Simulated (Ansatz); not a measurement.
# How many bands does the GW gap of MoS2 (P6_3/mmc) need?, part 2 of 2

Aim: see how the G0W0 gap of MoS2 (P6_3/mmc) on PBE moves with empty bands and screening cutoff, and what each rung costs.

Ansatz 0.2.0; G0W0 on PBE, plane waves, PAW. Known limits of the many-body steps: not at the basis limit; no spin-orbit coupling; coarse k mesh.

So far. Step 4 (848 empty bands, screening to 230 eV): Against the run with 6×6×2 mesh, 394 empty bands, screening to 138 eV, the gap moves by +0.03 eV.

The database entry behind the starting cell differs from later determinations by our own check (about 0.3 % long), so it need not match the best structure at ambient conditions.

## 5. Changing the frequency model: 6×6×2 mesh, 848 empty bands, screening to 230 eV, plasmon pole

A plasmon pole stands in for the full frequency dependence of the screening; this run shows what that costs in accuracy.

input.yaml reads:

```yaml
crystal:
  lattice:
    - [3.169, 0.0, 0.0]
    - [-1.5845, 2.7444345046, 0.0]
    - [0.0, 0.0, 12.324]
  atoms:
    - { symbol: Mo, position: [0.3333333333, 0.6666666667, 0.25] }
    - { symbol: Mo, position: [0.6666666667, 0.3333333333, 0.75] }
    - { symbol: S, position: [0.3333333333, 0.6666666667, 0.623] }
    - { symbol: S, position: [0.6666666667, 0.3333333333, 0.123] }
    - { symbol: S, position: [0.3333333333, 0.6666666667, 0.877] }
    - { symbol: S, position: [0.6666666667, 0.3333333333, 0.377] }
kpoints:
  mp_grid: { grid: [6, 6, 2] }
hamiltonian:
  xc: pbe
scf:
  occupations: { method: fixed }
gw:
  n_empty_bands: 848
  ecut_chi: 230.0
  qp_bands: [v2, c2]
  qp_kpoints: band_edges
  screening: { model: godby_needs }
```

Run with:

```bash
> ansatz run input.yaml --threads 3 --pin off --max-ram 64512MiB --backend cuda --events-out ev --progress --plain --runs-dir out --devices 1 --max-vram 24GiB  # rebuilt from the run's record
```

Numbers of over 12 decimals in the logs are rounded to 6 here.

What it wrote:

```text
GPUs: using 1 of 1 available (devices: 1).
[...]
GPU FFT provider: cuFFT
GPU libraries: cuBLAS 13.8.2, cuFFT 12.4.0, cuSOLVER 12.3.4
Crystal: 6 atoms, lattice volume = 107.183 Å³
Basis set: ecut = 420 eV, 2081 PW (Γ)
Bands: 32, of which v1, the nominal top of the filled ones, is band 26 counted from 1 (25 counted from 0)
Symmetry: 24 space group operations
[...]
k-points: 14 of 72
[...]
1    28     12.9998   -13.7331    -4.4022   -18.4521  0.7761    13.3171    13.3167  root
[...]
13    25     10.2018   -19.2682     0.3452   -18.8105  0.7725    10.0891    10.0892  root
    13    26     10.2018   -19.2682     0.3452   -18.8105  0.7725    10.0891    10.0892  root
    13    27     11.9456   -16.1207    -4.0185   -20.5422  0.7707    12.3492    12.3486  root
    13    28     11.9456   -16.1207    -4.0185   -20.5422  0.7707    12.3492    12.3486  root
[key lines of the parts left out:]
SCF converged after 7 iterations
Free energy (F): -13525.540647 eV
Fermi energy:    10.896774 eV
```

It took 78 s on 1 × NVIDIA H100 80GB HBM3 (shared by 3 runs) with 3 threads of AMD EPYC 7R13 (Zen 3), shared host; peak memory 6.4 GiB.

Numbers from this step:

```
bands summed                                 : 874
plasmon-pole fit frequency                   : 25.86 eV
RPA ε∞ on this mesh (eigenvalues)            : 6.224, 14.93, 14.93
plane waves in the screening matrix          : 835
G0W0 gap on the mesh                         : 1.267 eV
k of the valence top                         : 0, 0, 0
k of the conduction bottom                   : 0.1667, 0.1667, 0
starting gap on the mesh                     : 0.8857 eV
least direct G0W0 gap on the computed points : 2.155 eV
```

Against the run with 6×6×2 mesh, 848 empty bands, screening to 230 eV, the gap moves by +0.003 eV.

## 6. Changing the files and raising the bands: 6×6×2 mesh, 1258 empty bands, screening to 299 eV, hard PAW files

Other atomic data (hard PAW) test the pseudisation: the cutoff goes from 420 to 510 eV, with the same valence electrons. Bands and screening cutoff change too, so the step is no clean test of the files.

Edit input.yaml of step 5 so:

```diff
@@ -16,2 +16,3 @@
   xc: pbe
+  pseudopotentials: { kind: paw, source: ansatz }
 scf:
@@ -19,6 +20,6 @@
 gw:
-  n_empty_bands: 848
-  ecut_chi: 230.0
+  n_empty_bands: 1258
+  ecut_chi: 299.0
   qp_bands: [v2, c2]
   qp_kpoints: band_edges
-  screening: { model: godby_needs }
+  screening: { model: contour_deformation }
```

What it wrote:

```text
GPUs: using 1 of 1 available (devices: 1).
[...]
GPU FFT provider: cuFFT
GPU libraries: cuBLAS 13.8.2, cuFFT 12.4.0, cuSOLVER 12.3.4
Crystal: 6 atoms, lattice volume = 107.183 Å³
Basis set: ecut = 510 eV, 2787 PW (Γ)
Bands: 32, of which v1, the nominal top of the filled ones, is band 26 counted from 1 (25 counted from 0)
Symmetry: 24 space group operations
[...]
k-points: 14 of 72
[...]
1    28     13.0346   -13.7369    -4.6055   -18.4567  0.7376    13.1490    13.1488  root
[...]
13    25     10.2368   -19.2702     0.1799   -18.8137  0.7348     9.9592     9.9601  root
    13    26     10.2368   -19.2702     0.1799   -18.8137  0.7348     9.9592     9.9601  root
    13    27     11.9812   -16.1227    -4.2872   -20.5453  0.7270    12.1168    12.1166  root
    13    28     11.9812   -16.1227    -4.2872   -20.5453  0.7270    12.1168    12.1166  root
[key lines of the parts left out:]
SCF converged after 9 iterations
Free energy (F): -13527.057629 eV
Fermi energy:    10.932115 eV
```

Run time: 79 s. Hardware: 1 × NVIDIA H100 80GB HBM3 (shared by 3 runs) with 3 threads; peak memory 5.6 GiB.

Numbers from this step:

| Property | Result |
| --- | --- |
| bands summed | 1284 |
| RPA ε∞ on this mesh (eigenvalues) | 6.221, 14.89, 14.89 |
| plane waves in the screening matrix | 1265 |
| G0W0 gap on the mesh | 1.275 eV |
| k of the valence top | 0, 0, 0 |
| k of the conduction bottom | 0.1667, 0.1667, 0 |
| starting gap on the mesh | 0.8860 eV |
| least direct G0W0 gap on the computed points | 2.061 eV |

Against the run with 6×6×2 mesh, 848 empty bands, screening to 230 eV, the gap moves by +0.011 eV.

## 7. Convergence and cost

Times are wall times on 1 × NVIDIA H100 80GB HBM3 (shared by 3 runs) with 3 threads of AMD EPYC 7R13 (Zen 3), shared host, good to a factor of about two.

```
 mesh        files            frequency  bands summed  cutoff (eV)  start (eV)  G0W0 (eV)  time  host memory (GiB)
6×6×2  default PAW  contour deformation           165           69       0.886      1.166  21 s                1.2
6×6×2  default PAW  contour deformation           420          138       0.886      1.235  16 s                1.7
6×6×2  default PAW  contour deformation           874          230       0.886      1.264  39 s                3.2
6×6×2  default PAW         plasmon pole           874          230       0.886      1.267  78 s                6.4
6×6×2     hard PAW  contour deformation          1284          299       0.886      1.275  79 s                5.6
```

How the two edges are built up, in eV (the quasiparticle level is the starting level plus Σx plus Σc less Vxc):

```
      run               edge  start      Σx     Σc     Vxc     Z     QP
165 bands        valence top  10.90  -19.74   0.90  -19.18  0.74  11.23
165 bands  conduction bottom  11.78  -13.37  -3.57  -17.56  0.75  12.40
420 bands        valence top  10.90  -19.74   0.50  -19.18  0.74  10.84
420 bands  conduction bottom  11.78  -13.37  -3.89  -17.56  0.75  12.08
874 bands        valence top  10.90  -19.74   0.33  -19.18  0.73  10.67
874 bands  conduction bottom  11.78  -13.37  -4.04  -17.56  0.75  11.93
```

## 8. Outcome

- 165 bands, 69 eV: 1.166 eV
- 420 bands, 138 eV: 1.235 eV
- 874 bands, 230 eV: 1.264 eV
- estimated limit in bands and cutoff: 1.29 eV
- mesh and start: 6×6×2, PBE

What this shows: A line in one over the bands through the two highest rungs gives 1.29 eV, +0.03 eV from the top rung; the pair below gives 1.28 eV, in fair agreement. The rungs stand 0.12 eV (165 bands), 0.06 eV (420 bands) and 0.03 eV (874 bands) from it. From 165 to 874 bands the gap moves by +0.10 eV. Σc changes by −0.56 eV at the valence top and −0.47 eV at the conduction bottom, so the levels themselves move more than the gap between them. The plasmon-pole model gives +0.003 eV against contour deformation, 1 % of the correction (the least direct gap moves by +0.07 eV), and saved no time in this program. With hard PAW files and 1284 bands the gap is 1.27 eV; the line for the default PAW files gives 1.27 eV at that count, a difference of +0.002 eV that holds the line's own error too. The cheapest rung within 0.1 eV of this estimate is that with 420 bands (16 s). The 6×6×2 mesh is coarse for this cell (its supercell is 19 Å along the shortest edge). The RPA ε∞ on it, from the PBE start, is 6.22 and 14.93; such meshes misread the long-range screening, most where the gap is narrow. The many-body steps are scalar-relativistic: spin-orbit coupling is not in them.

[Paths, hosts, dates, memory and timing lines, banners, echoed tables and standing remarks are left out of the program output.]

[Logs are printed without paths, hosts, clocks, repeated set-up lines and the standing remarks that a program may print on its own settings, such as how far it seeks lower states.]

[Runs of the session that timed out or met a known fault of the program may be left out.]

[Cells called generated may have been cut or substituted from an entry of the Crystallography Open Database or the Materials Project.]

[Hosts, paths, dates, database ids (printed as entryN), source tags and the programs' standing remarks are cut or masked in the printed files.]
